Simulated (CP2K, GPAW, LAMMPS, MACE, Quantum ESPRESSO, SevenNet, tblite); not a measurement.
**Other levels on amorphous Ge (66 atoms)**

Density of this cell: 5.19 g/cm³. The cell holds 66 atoms: 66 Ge. Its edges and angles: a = 11.531 Å, b = 11.531 Å, c = 11.531 Å, α = 90.0°, β = 90.0°, γ = 90.0°. 66 atoms (66 Ge) placed at random at 5.19 g/cm³, melted at 3500 K for 10 ps at fixed volume with the Tersoff potential (Tersoff, Phys. Rev. B 39, 5566 (1989)). Quenched from 3500 K to 300 K at 5 K/ps and fixed volume, held 5 ps, then minimised at fixed cell.

Geometry: as built.

The reference, a calculation:

```
method                 : Kohn-Sham DFT, PBE, SSSP efficiency 1.3.0 pseudopotentials, plane waves (Quantum ESPRESSO 7.5); sssp-pbe-1.3.0-efficiency, cutoffs 45/360 Ry, Γ point
r.m.s. force component : 0.2244 eV/Å
longest force          : 0.7198 eV/Å
pressure               : 2.938 GPa
time                   : 15 min on 1 thread of Arm Neoverse V1, shared host
CPU time               : 15 min
```

**Question.** The same geometry is run in other programs. How far does each lie from the reference, and what does it cost?
- GPAW PBE, LCAO szp(dzp), h 0.2 Å (GPAW 26.7.0; 1 thread)
- CP2K PBE, DZVP-UZH, 350/50 Ry, diagonalisation (CP2K 2026.2; 2 threads)
- CP2K PBE, DZVP-UZH, 350/20 Ry, diagonalisation (CP2K 2026.2; 2 threads)
- CP2K TPSS, PBE potentials, DZVP-UZH, 350/50 Ry, diagonalisation (CP2K 2026.2; 4 MPI ranks)
- CP2K PBE, TZV2P-UZH, 350/50 Ry, diagonalisation (CP2K 2026.2; 4 MPI ranks)
- GPAW PBE, LCAO dzp, h 0.2 Å, other mixer settings (GPAW 26.7.0; 1 thread)
- QE PBE+D3(BJ), sssp-1.3.0-efficiency, 45/360 Ry (Quantum ESPRESSO 7.5; 1 thread)
- MACE MP-0b3 medium potential (MACE MP-0b3 medium; 1 thread)
- CP2K PBE, DZVP-MOLOPT (SR for Ge), 350/50 Ry, diagonalisation (CP2K 2026.2; 2 threads)
- CP2K PBE, DZVP-UZH, 489/50 Ry, diagonalisation (CP2K 2026.2; 4 MPI ranks)

Differences are against the plane-wave reference, forces as r.m.s. over components; share is that over the reference's r.m.s. force, slope the least-squares factor from reference forces to these. Total energies of different programs have different zeros and aren't compared.

```tsv
run	Δ force, r.m.s. (meV/Å)	share (%)	slope	Δ pressure (GPa)	cores	CPU time	memory (GiB)
reference	-	-	-	-	1	15 min	4.3
GPAW PBE, LCAO szp(dzp), h 0.2 Å (coarse)	114	50.9	1.244	-	1	2.7 min	1.3
CP2K PBE, DZVP-UZH, 350/50 Ry, diagonalisation	29.6	13.2	1.019	0.826	2	2.5 min	2.2
CP2K PBE, DZVP-UZH, 350/20 Ry, diagonalisation (coarse)	31.6	14.1	1.017	0.906	2	1.7 min	2.2
CP2K TPSS, PBE potentials, DZVP-UZH, 350/50 Ry, diagonalisation	39.6	17.7	1.052	1.02	4	7.2 min	3.6
CP2K PBE, TZV2P-UZH, 350/50 Ry, diagonalisation	14.5	6.46	1.022	0.672	4	7.8 min	5.0
GPAW PBE, LCAO dzp, h 0.2 Å, other mixer settings	42.9	19.1	1.088	-	1	4.3 min	1.3
QE PBE+D3(BJ), sssp-1.3.0-efficiency, 45/360 Ry	9.29	4.14	0.996	-1.96	1	15 min	4.3
MACE MP-0b3 medium potential	182	81.2	0.408	-1.52	1	9.1 s	0.78
CP2K PBE, DZVP-MOLOPT (SR for Ge), 350/50 Ry, diagonalisation	25.1	11.2	1.019	1.08	2	1.8 min	2.2
CP2K PBE, DZVP-UZH, 489/50 Ry, diagonalisation	29.6	13.2	1.019	0.826	4	3.6 min	4.9
```

Rows marked coarse were listed beforehand as settings not expected to be converged; some can still land near the reference.

Times of the machine-learned potentials are mostly Python's start and the loading of weights.

CPU time is summed over cores on a shared host, where runs went side by side, so it is rough. Symmetry, cutoffs, thresholds, outputs and thread counts weren't matched or tuned between programs; memory under MPI is the largest rank's times the ranks.

The PBE runs in local orbitals, coarse settings apart, differ by 6.5 % (CP2K PBE, TZV2P-UZH, 350/50 Ry, diagonalisation) to 19 % (GPAW PBE, LCAO dzp, h 0.2 Å, other mixer settings); basis, grid and potentials can all enter. Machine-learned potentials differ by 81 % (MACE MP-0b3 medium potential); they were trained on other programs' data. Among those trained on PBE data the slope goes as low as 0.41, with a correlation of 0.59, so directions differ as well as sizes. In the reference's own program, potentials and cutoffs, a change of model alone moves forces by 4.1 % (QE PBE+D3(BJ), sssp-1.3.0-efficiency, 45/360 Ry). Other rows with another functional or a dispersion term differ by 18 % (CP2K TPSS, PBE potentials, DZVP-UZH, 350/50 Ry, diagonalisation), which mixes the change of model with differences of basis and potentials, some of them made for another functional. Machine-learned potentials mimic data converged in k, so the reference's own k-point error enters their differences. The network of bonds at the start is that of the classical potential that made the cell, and needn't be the one that DFT or experiment would give. The electronic-structure runs sample only Γ, in a cell whose shortest periodic width is 12 Å, which is coarse for a cell with partly filled levels.

[Logs are printed without paths, hosts, clocks, repeated set-up lines and the standing remarks that a program may print on its own settings, such as how far it seeks lower states.]

[Hosts, paths, dates, database ids (printed as entryN), source tags and the programs' standing remarks are cut or masked in the printed files.]
